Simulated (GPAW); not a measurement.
# Settings that the conductance of methylbenzenedithiol between two Cu chains needs, part 4 of 4

Wanted: a convergence study of zero-bias transport through methylbenzenedithiol between two Cu chains, with run times.

GPAW 26.7.0; GPAW LCAO, PAW setups; Landauer transmission from Green's functions with principal layers (ASE), zero bias.

So far, conductance (G₀): step 2 (the reference run) 0.616; step 12 (smearing 0.01 eV) 0.738; step 13 (smearing 0.03 eV) 0.674; step 14 (smearing 0.2 eV) 0.333; step 15 (smearing 0.4 eV) 0.0444.

## (17) Varying the k-points along the lead: lead_nz = 2

The lead's own mesh along the current sets its density and potential; where the lead is aligned to the junction's end layer, a rigid shift drops out.

This step: GPAW LCAO, PAW setups; Landauer transmission from Green's functions with principal layers (ASE), zero bias (GPAW 26.7.0).

Input file run.py:

```python
import json
import numpy as np
from ase import Atoms
from ase.transport.calculators import TransportCalculator
from gpaw import GPAW, FermiDirac
from gpaw.lcao.tools import get_lcao_hamiltonian
from scipy.linalg import eigh

# The junction with lead layers at both ends, along the third cell vector
device = Atoms(
    ['Cu', 'Cu', 'Cu', 'Cu', 'Cu', 'S', 'C', 'H', 'H', 'C', 'C', 'C', 'C', 'H', 'H', 'C', 'C', 'H', 'H', 'S', 'Cu', 'Cu', 'Cu', 'Cu', 'Cu'],
    positions=[
        [7.90944, 5.32590, 1.15000],
        [7.90944, 5.32590, 3.45000],
        [7.90944, 5.32590, 5.75000],
        [7.90944, 5.32590, 8.05000],
        [7.90944, 5.32590, 10.35000],
        [9.24478, 4.30821, 11.93660],
        [9.20669, 4.25819, 13.71429],
        [7.04955, 4.21312, 13.86223],
        [11.35055, 4.25794, 13.89643],
        [7.99403, 4.21734, 14.40033],
        [10.40435, 4.23781, 14.43500],
        [7.98030, 4.17013, 15.79669],
        [10.40721, 4.19023, 15.84180],
        [12.56888, 4.20076, 15.86478],
        [7.02132, 4.13059, 16.30886],
        [9.17778, 4.16186, 16.52503],
        [11.72697, 4.16868, 16.56489],
        [11.82698, 3.25000, 17.15174],
        [11.81795, 5.03952, 17.22197],
        [9.07477, 4.09653, 18.30789],
        [7.90944, 5.32590, 19.87848],
        [7.90944, 5.32590, 22.17848],
        [7.90944, 5.32590, 24.47848],
        [7.90944, 5.32590, 26.77848],
        [7.90944, 5.32590, 29.07848]],
    cell=[[15.81888, 0.0, 0.0], [0.0, 10.65179, 0.0], [0.0, 0.0, 30.22848]],
    pbc=True)

# One principal layer of the lead: the first 3 atoms of the device
lead = Atoms(
    ['Cu', 'Cu', 'Cu'],
    positions=[
        [7.90944, 5.32590, 1.15000],
        [7.90944, 5.32590, 3.45000],
        [7.90944, 5.32590, 5.75000]],
    cell=[[15.81888, 0.0, 0.0], [0.0, 10.65179, 0.0], [0.0, 0.0, 6.9]],
    pbc=True)

settings = dict(mode='lcao', basis='dzp', xc='PBE', h=0.2,
                occupations=FermiDirac(0.1), maxiter=250,
                mixer=dict(beta=0.1, nmaxold=8, weight=100.0),
                convergence=dict(density=0.0001))
energies = np.arange(-2, 2 + 1e-9, 0.05)
eta = 0.0001
n1, n2 = 1, 1
# k and -k transmit alike, so half of the mesh across the current serves
mesh = [(i, j) for i in range(n1) for j in range(n2) if (i, j) <= (-i % n1, -j % n2)]
weights = np.array([1 if (i, j) == (-i % n1, -j % n2) else 2 for i, j in mesh]) / (n1 * n2)


def ground_state(atoms, size, txt):
    atoms.calc = GPAW(kpts={'size': size, 'gamma': True}, symmetry={'tolerance': 1e-3}, txt=txt, **settings)
    atoms.get_potential_energy()
    return atoms.calc.get_fermi_level()


def blocks(atoms, fermi, points, nz, cells):
    """H - E_F S and S between cell 0 and the cells above it, at each point across the current."""
    kz = np.arange(nz) / nz
    calc = atoms.calc.fixed_density(kpts=[(*k, z) for k in points for z in kz], symmetry='off', txt=None)
    H, S = get_lcao_hamiltonian(calc)
    H = (H - fermi * S).reshape(len(H), len(points), nz, *S.shape[1:])
    S = S.reshape(H.shape[1:])
    phases = [np.exp(-2j * np.pi * kz * R) / nz for R in cells]
    return [(np.einsum('skzij,z->ksij', H, p), np.einsum('kzij,z->kij', S, p)) for p in phases]


def pair(a, b):
    return np.block([[a, b], [b.T.conj(), a]])


def count_channels(h, s, cells, nk=240):
    """Half the number of times that the lead's bands cross each energy, unfolded to its shortest repeat."""
    b = len(h) // cells
    bands = []
    for k in (np.arange(nk + 1) + 0.5) / nk:
        hk, sk = h[:b, :b].copy(), s[:b, :b].copy()
        for R in range(1, cells):
            phase, block = np.exp(2j * np.pi * k * R), slice(R * b, (R + 1) * b)
            hk += h[:b, block] * phase + (h[:b, block] * phase).T.conj()
            sk += s[:b, block] * phase + (s[:b, block] * phase).T.conj()
        bands.append(eigh(hk, sk, eigvals_only=True))
    below = np.array(bands)[:, :, None] < energies
    return (below[1:] != below[:-1]).sum((0, 1)) / 2


fermi_lead = ground_state(lead, (1, 1, 2), 'lead.txt')
fermi_device = ground_state(device, (1, 1, 3), 'device.txt')
T, channels, eigen, tail, misfit, shifts = [], [], [], 0.0, 0.0, []
for first in range(0, len(mesh), 177):
    points = [(i / n1, j / n2) for i, j in mesh[first:first + 177]]
    (H0k, S0k), (H1k, S1k), (H2k, _) = blocks(lead, fermi_lead, points, 5, range(3))
    [(Hk, Sk)] = blocks(device, fermi_device, points, 2, [0])
    tail = max(tail, abs(H2k).max())
    for H0, S0, H1, S1, H, S in zip(H0k, S0k, H1k, S1k, Hk, Sk):
        n = len(S0)
        # Shift the lead onto the potential of the device's first layer
        shift = ((H[:, 0, 0] - H0[:, 0, 0]) / S0[0, 0]).real.mean()
        shifts.append(shift)
        misfit = max(misfit, abs(H[:, :n, :n] - H0 - shift * S0).max())
        Tk, Ck, Ek = [], [], []
        for s in range(len(H)):
            t = s % len(H0)  # a lead without moments serves both spins
            h1, s1 = pair(H0[t] + shift * S0, H1[t] + shift * S1), pair(S0, S1)
            leads = dict(h1=h1, s1=s1, energies=energies, eta=eta, eta1=eta, eta2=eta)
            calc = TransportCalculator(h=H[s], s=S, eigenchannels=0, **leads)
            Tk.append(calc.get_transmission())
            Ck.append(count_channels(h1, s1, 6))
        T.append(Tk)
        channels.append(Ck)
        eigen.append(Ek)
T, channels = np.array(T), np.array(channels)
mean, open_channels = np.einsum('kse,k->se', T, weights), np.einsum('kse,k->se', channels, weights)

print(f'basis functions: device {len(S)}, principal layer {n}')
print(f'Fermi level: lead {fermi_lead:.4f} eV, device {fermi_device:.4f} eV; lead shifted by {np.mean(shifts):.4f} eV')
print(f'largest coupling past the next layer {tail:.2e} eV, largest misfit of the first layer {misfit:.3f} eV')
print('  E-E_F (eV)   ' + 'T (one spin)  channels')
for e, t, c in zip(energies, mean.T, open_channels.T):
    print(f'{e:10.3f}  ', *[f'{x:11.4e}' for x in t], *[f'{x:9.4f}' for x in c])

kT = 8.617333e-5 * 200
fine = np.linspace(energies[0], energies[-1], 4001)
both = np.exp(np.interp(fine, energies, np.log(np.maximum(mean.sum(0) * 2 / len(mean), 1e-30))))
fermi = lambda mu: 1 / (1 + np.exp(np.clip((fine - mu) / kT, -200, 200)))
slope = fermi(0) * (1 - fermi(0)) / kT
G = np.trapezoid(both * slope, fine) / 2
seebeck = -np.trapezoid(both * slope * fine, fine) / (2 * G * 200) * 1e6
print(f'conductance at 200 K: {G:.5g} G0 a cell; thermopower {seebeck:.4g} uV/K')
bias = [0.1, 0.2, 0.5, 1.0, 1.5, 2.0]
current = [38.74 * np.trapezoid(both * (fermi(V / 2) - fermi(-V / 2)), fine) for V in bias]
for V, I in zip(bias, current):
    print(f'current from the zero-bias T(E) at {V} V: {I:.5g} uA')
zero = abs(energies).argmin()
json.dump(dict(energies=energies.tolist(), T=mean.tolist(), channels=open_channels.tolist(), G=G, seebeck=seebeck,
               bias=bias, current=current, tail=tail, misfit=misfit, shift=np.mean(shifts), n_device=len(S), n_lead=n,
               fermi=[fermi_lead, fermi_device], energy=device.get_potential_energy(),
               moments=device.get_magnetic_moments().tolist(), mesh=mesh, weights=weights.tolist(),
               T_k=T[:, :, zero].tolist(), eigen=np.array(eigen[0]).tolist()), open('result.json', 'w'))
```

On the command line:

```sh
$ OMP_NUM_THREADS=1 OPENBLAS_NUM_THREADS=2 python run.py
```

The log of the run:

```text
basis functions: device 297, principal layer 45
Fermi level: lead -3.4188 eV, device -4.0238 eV; lead shifted by 0.5248 eV
largest coupling past the next layer 4.60e-05 eV, largest misfit of the first layer 0.414 eV
  E-E_F (eV)   T (one spin)  [channel counts left out]
    -2.000    4.5578e-01
    -1.950    6.1408e-01
    -1.900    7.0231e-01
    -1.850    6.0400e-01
    -1.800    2.5332e-01
    -1.750    1.2784e-01
    -1.700    2.0872e-03
    -1.650    5.1184e-02
    -1.600    1.7049e-01
    -1.550    2.2202e-04
    -1.500    6.0312e-04
    -1.450    2.0013e-02
    -1.400    1.3948e-01
    -1.350    1.0149e+00
    -1.300    6.9881e-01
    -1.250    3.9505e-01
[...]
1.650    3.2936e-03
     1.700    3.3075e-03
     1.750    3.3351e-03
     1.800    3.3765e-03
     1.850    3.4319e-03
     1.900    3.5019e-03
     1.950    3.5872e-03
     2.000    3.6889e-03
conductance at 200 K: 0.62529 G0 a cell; thermopower 14.64 uV/K
current from the zero-bias T(E) at 0.1 V: 4.4611 uA
current from the zero-bias T(E) at 0.2 V: 7.3918 uA
current from the zero-bias T(E) at 0.5 V: 11.275 uA
current from the zero-bias T(E) at 1.0 V: 20.05 uA
current from the zero-bias T(E) at 1.5 V: 35.05 uA
current from the zero-bias T(E) at 2.0 V: 47.927 uA
```

Run time: 2.2 min. Hardware: 2 threads of Intel Xeon 6975P-C (Granite Rapids), shared host; peak memory 1.7 GiB.

Numbers from this step:

```yaml
conductance: 0.6253 G₀
largest_coupling_past_the_next_principal_layer: 4.60e-5 eV
largest_misfit_of_the_first_principal_layer: 0.4136 eV
shift_that_aligns_the_lead: 0.5248 eV
transmission_at_the_fermi_level_one_spin: 0.7470
```

One spin. Table of transmission, zone mean by energy, zero at the Fermi level:

| energy (eV) | transmission, zone mean |
| --- | --- |
| -2.00 | 0.456 |
| -1.85 | 0.604 |
| -1.70 | 0.00209 |
| -1.60 | 0.170 |
| -1.45 | 0.0200 |
| -1.35 | 1.01 |
| -1.30 | 0.699 |
| -1.15 | 0.405 |
| -1.05 | 0.855 |
| -0.90 | 0.619 |
| -0.75 | 0.730 |
| -0.60 | 0.923 |
| -0.50 | 0.630 |
| -0.35 | 0.433 |
| -0.30 | 0.772 |
| -0.20 | 0.113 |
| -0.05 | 0.633 |
| 0.00 | 0.747 |
| 0.05 | 0.400 |
| 0.20 | 0.0734 |
| 0.35 | 0.0284 |
| 0.50 | 0.0151 |
| 0.60 | 0.0109 |
| 0.75 | 0.00749 |
| 0.90 | 0.00560 |
| 1.05 | 0.00452 |
| 1.15 | 0.00406 |
| 1.30 | 0.00362 |
| 1.45 | 0.00338 |
| 1.60 | 0.00329 |
| 1.70 | 0.00331 |
| 1.85 | 0.00343 |
| 2.00 | 0.00369 |

Not self-consistent under bias; the bias window is split evenly. Current through one cell, from the zero-bias transmission against bias:

| bias (V) | current through one cell, from the zero-bias transmission (μA) |
| --- | --- |
| 0.100 | 4.46 |
| 0.200 | 7.39 |
| 0.500 | 11.3 |
| 1.000 | 20.1 |
| 1.500 | 35.1 |
| 2.000 | 47.9 |

The conductance, 0.625 G₀, lies 1.6 % above that of the base run. The first layer now differs from the lead by 0.41 eV after a shift of 0.52 eV, a far poorer match of lead and junction than at the start, whatever the conductance shows.

## (18) K-points along the lead: lead_nz = 4

run.py: that of step 17 with these lines changed.

```diff
@@ -98,3 +98,3 @@
 
-fermi_lead = ground_state(lead, (1, 1, 2), 'lead.txt')
+fermi_lead = ground_state(lead, (1, 1, 4), 'lead.txt')
 fermi_device = ground_state(device, (1, 1, 3), 'device.txt')
```

The log of the run:

```text
basis functions: device 297, principal layer 45
Fermi level: lead -4.1378 eV, device -4.0238 eV; lead shifted by -0.0447 eV
largest coupling past the next layer 4.59e-05 eV, largest misfit of the first layer 0.056 eV
  E-E_F (eV)   T (one spin)  [channel counts left out]
    -2.000    3.8885e-01
    -1.950    5.6214e-01
    -1.900    7.1500e-01
    -1.850    6.8690e-01
    -1.800    2.5371e-01
    -1.750    3.1469e-01
    -1.700    5.9032e-02
    -1.650    8.5244e-01
    -1.600    7.9668e-01
    -1.550    8.4159e-01
    -1.500    8.5351e-01
    -1.450    8.3941e-01
    -1.400    8.3273e-01
    -1.350    8.4548e-01
    -1.300    8.3858e-01
    -1.250    7.3511e-01
[...]
1.650    3.3063e-03
     1.700    3.3218e-03
     1.750    3.3509e-03
     1.800    3.3935e-03
     1.850    3.4498e-03
     1.900    3.5204e-03
     1.950    3.6060e-03
     2.000    3.7074e-03
conductance at 200 K: 0.61569 G0 a cell; thermopower 13.63 uV/K
current from the zero-bias T(E) at 0.1 V: 4.3754 uA
current from the zero-bias T(E) at 0.2 V: 7.1755 uA
current from the zero-bias T(E) at 0.5 V: 11.515 uA
current from the zero-bias T(E) at 1.0 V: 20.378 uA
current from the zero-bias T(E) at 1.5 V: 36.443 uA
current from the zero-bias T(E) at 2.0 V: 49.011 uA
```

The job ended after 2.2 min (2 threads; peak memory 1.7 GiB).

Numbers from this step:

* conductance: 0.6157 G₀
* largest coupling past the next principal layer: 4.59e-5 eV
* largest misfit of the first principal layer: 0.05649 eV
* shift that aligns the lead: -0.04468 eV
* transmission at the Fermi level (one spin): 0.7406

One spin. The transmission, zone mean by energy, zero at the Fermi level:

energy (eV), transmission, zone mean and a bar:
```
    -2.00      0.389 ############
    -1.90      0.715 ######################
    -1.85      0.687 #####################
    -1.70      0.059 ##
    -1.60      0.797 #########################
    -1.50      0.854 ##########################
    -1.45      0.839 ##########################
    -1.30      0.839 ##########################
    -1.15      0.638 ####################
    -1.05      0.788 ########################
    -1.00      0.823 #########################
    -0.90      0.645 ####################
    -0.75      0.572 ##################
    -0.60      0.942 #############################
    -0.55      0.973 ##############################
    -0.50      0.765 ########################
    -0.35      0.322 ##########
    -0.20      0.455 ##############
    -0.05      0.614 ###################
     0.00      0.741 #######################
     0.05      0.394 ############
     0.20      0.073 ##
     0.35      0.028 #
     0.50      0.015 
     0.60      0.011 
     0.75      0.008 
     0.90      0.006 
     1.05      0.005 
     1.15      0.004 
     1.30      0.004 
     1.45      0.003 
     1.60      0.003 
     1.70      0.003 
     1.85      0.003 
     2.00      0.004
```

Not self-consistent under bias; the bias window is split evenly. Table of current through one cell, from the zero-bias transmission by bias:

| bias (V) | current through one cell, from the zero-bias transmission (μA) |
| --- | --- |
| 0.100 | 4.38 |
| 0.200 | 7.18 |
| 0.500 | 11.5 |
| 1.000 | 20.4 |
| 1.500 | 36.4 |
| 2.000 | 49.0 |

The conductance equals that of the base run to 0.2 %.

## (19) Varying the k-points along the lead: lead_nz = 8

run.py: that of step 18 with these lines changed.

```diff
@@ -98,3 +98,3 @@
 
-fermi_lead = ground_state(lead, (1, 1, 4), 'lead.txt')
+fermi_lead = ground_state(lead, (1, 1, 8), 'lead.txt')
 fermi_device = ground_state(device, (1, 1, 3), 'device.txt')
```

The log of the run:

```text
basis functions: device 297, principal layer 45
Fermi level: lead -4.0856 eV, device -4.0238 eV; lead shifted by -0.0104 eV
largest coupling past the next layer 4.59e-05 eV, largest misfit of the first layer 0.035 eV
  E-E_F (eV)   T (one spin)  channels
    -2.000    3.9493e-01    1.0000
    -1.950    5.6772e-01    1.0000
    -1.900    7.1480e-01    1.0000
[...]
1.950    3.6087e-03    1.0000
     2.000    3.7101e-03    1.0000
conductance at 200 K: 0.6156 G0 a cell; thermopower 13.66 uV/K
current from the zero-bias T(E) at 0.1 V: 4.3755 uA
current from the zero-bias T(E) at 0.2 V: 7.2023 uA
current from the zero-bias T(E) at 0.5 V: 11.683 uA
current from the zero-bias T(E) at 1.0 V: 20.602 uA
current from the zero-bias T(E) at 1.5 V: 36.617 uA
current from the zero-bias T(E) at 2.0 V: 49.227 uA
```

Wall time 2.3 min (2 threads); peak memory 1.7 GiB.

One spin. Transmission, zone mean against energy, zero at the Fermi level:

energy (eV), transmission, zone mean and a bar:
```
    -2.00      0.395 ############
    -1.90      0.715 #######################
    -1.85      0.679 #####################
    -1.70      0.073 ##
    -1.65      0.922 #############################
    -1.60      0.805 #########################
    -1.45      0.846 ###########################
    -1.30      0.831 ##########################
    -1.15      0.626 ####################
    -1.05      0.795 #########################
    -1.00      0.828 ##########################
    -0.90      0.643 ####################
    -0.75      0.587 ###################
    -0.60      0.946 ##############################
    -0.55      0.950 ##############################
    -0.50      0.759 ########################
    -0.35      0.340 ###########
    -0.20      0.343 ###########
    -0.05      0.613 ###################
     0.00      0.741 #######################
     0.05      0.394 ############
     0.20      0.073 ##
     0.35      0.028 #
     0.50      0.015 
     0.60      0.011 
     0.75      0.008 
     0.90      0.006 
     1.05      0.005 
     1.15      0.004 
     1.30      0.004 
     1.45      0.003 
     1.60      0.003 
     1.70      0.003 
     1.85      0.003 
     2.00      0.004
```

The conductance equals that of the base run to 0.2 %.

## (20) Varying the k-points along the lead: lead_nz = 30

run.py: that of step 19 with these lines changed.

```diff
@@ -98,3 +98,3 @@
 
-fermi_lead = ground_state(lead, (1, 1, 8), 'lead.txt')
+fermi_lead = ground_state(lead, (1, 1, 30), 'lead.txt')
 fermi_device = ground_state(device, (1, 1, 3), 'device.txt')
```

The log of the run:

```text
basis functions: device 297, principal layer 45
Fermi level: lead -4.0918 eV, device -4.0238 eV; lead shifted by -0.0142 eV
largest coupling past the next layer 4.59e-05 eV, largest misfit of the first layer 0.035 eV
  E-E_F (eV)   T (one spin)  channels
    -2.000    3.9421e-01    1.0000
    -1.950    5.6702e-01    1.0000
    -1.900    7.1476e-01    1.0000
[...]
1.950    3.6082e-03    1.0000
     2.000    3.7096e-03    1.0000
conductance at 200 K: 0.61553 G0 a cell; thermopower 13.57 uV/K
current from the zero-bias T(E) at 0.1 V: 4.3735 uA
current from the zero-bias T(E) at 0.2 V: 7.1698 uA
current from the zero-bias T(E) at 0.5 V: 11.322 uA
current from the zero-bias T(E) at 1.0 V: 20.234 uA
current from the zero-bias T(E) at 1.5 V: 36.253 uA
current from the zero-bias T(E) at 2.0 V: 48.859 uA
```

It took 2.3 min on 2 threads; peak memory 1.7 GiB.

One spin. Transmission, zone mean against energy, zero at the Fermi level:

| energy (eV) | transmission, zone mean |
| --- | --- |
| -2.00 | 0.394 |
| -1.90 | 0.715 |
| -1.80 | 0.255 |
| -1.70 | 0.0707 |
| -1.65 | 0.914 |
| -1.55 | 0.806 |
| -1.45 | 0.845 |
| -1.35 | 0.859 |
| -1.25 | 0.727 |
| -1.15 | 0.627 |
| -1.05 | 0.794 |
| -1.00 | 0.827 |
| -0.90 | 0.643 |
| -0.80 | 0.548 |
| -0.70 | 0.700 |
| -0.60 | 0.946 |
| -0.55 | 0.953 |
| -0.50 | 0.760 |
| -0.40 | 0.411 |
| -0.25 | 0.317 |
| -0.15 | 0.0987 |
| -0.05 | 0.613 |
| 0.00 | 0.741 |
| 0.05 | 0.394 |
| 0.15 | 0.115 |
| 0.25 | 0.0509 |
| 0.40 | 0.0225 |
| 0.50 | 0.0151 |
| 0.60 | 0.0109 |
| 0.70 | 0.00839 |
| 0.80 | 0.00672 |
| 0.90 | 0.00560 |
| 1.05 | 0.00452 |
| 1.15 | 0.00406 |
| 1.25 | 0.00374 |
| 1.35 | 0.00352 |
| 1.45 | 0.00339 |
| 1.55 | 0.00332 |
| 1.70 | 0.00332 |
| 1.80 | 0.00340 |
| 1.90 | 0.00352 |
| 2.00 | 0.00371 |

The conductance equals that of the base run to 0.2 %.

## (21) Convergence in the k-points along the lead

The runs and the base run on one axis.

This step: convergence of the conductance (GPAW 26.7.0).

The conductance by k-points along the lead:

| k-points along the lead | conductance (G₀) |
| --- | --- |
| 2.0 | 0.625 |
| 4.0 | 0.616 |
| 8.0 | 0.616 |
| 16.0 | 0.616 |
| 30.0 | 0.616 |

## (22) Outcome

```json
{
 "conductance at the base settings": "0.616 G₀",
 "range over the periods in a principal layer (2 to 4)": "0.610 to 0.616 G₀",
 "range over the broadening (1.0e-6 to 0.05 eV)": "0.123 to 0.618 G₀",
 "range over the smearing (0.01 to 0.4 eV)": "0.0444 to 0.738 G₀",
 "range over the k-points along the lead (2 to 30)": "0.616 to 0.625 G₀"
}
```

What this shows: At the base settings the conductance, averaged at 200 K, is 0.616 G₀. In the periods in a principal layer, no value tried moves the conductance by 3 %. In the broadening, 1.0e-4 eV already gives the conductance within 3 % of the finest value tried; currents at finite bias may need more. The smearing of the SCF moves the conductance between 0.0444 and 0.738 G₀; a narrow width also needs more k-points. In the k-points along the lead, no value tried moves the conductance by 3 %. T is read at the junction's Fermi level after the lead is aligned to it, so the test of the lead's mesh is blind to a shift of the lead's own level, and the junction's own mesh wasn't varied. Over the ranges tried, the smearing moves it most, counted as a ratio. The geometry was built from estimated bond lengths and not relaxed, so the numbers describe this model structure. Semilocal functionals put molecular levels too near the Fermi level, so such conductances usually come out too high, and chain electrodes have a sharper density of states than real ones. Energies count from the junction cell's Fermi level; in the run with T = 0.741 there, the aligned lead's own level lies at -0.014 eV, where T interpolates to 0.702; the finite cell leaves the answer open by at least that much. An evenly spaced straight chain is an idealisation: free chains tend to dimerise, zigzag or, where a band edge lies near the Fermi level, turn magnetic. The currents use the zero-bias T(E) throughout, which holds only while the bias is small against the distance to the nearest feature. Within about eight thermal energies of the Fermi level ln T(E) bends sharply from one computed energy to the next, or the lead's channel count changes, so the thermal averages, above all the thermopower, rest on an interpolation that may be rough.

[Logs are printed without paths, hosts, clocks, repeated set-up lines and the standing remarks that a program may print on its own settings, such as how far it seeks lower states.]

[Hosts, paths, dates, database ids (printed as entryN), source tags and the programs' standing remarks are cut or masked in the printed files.]
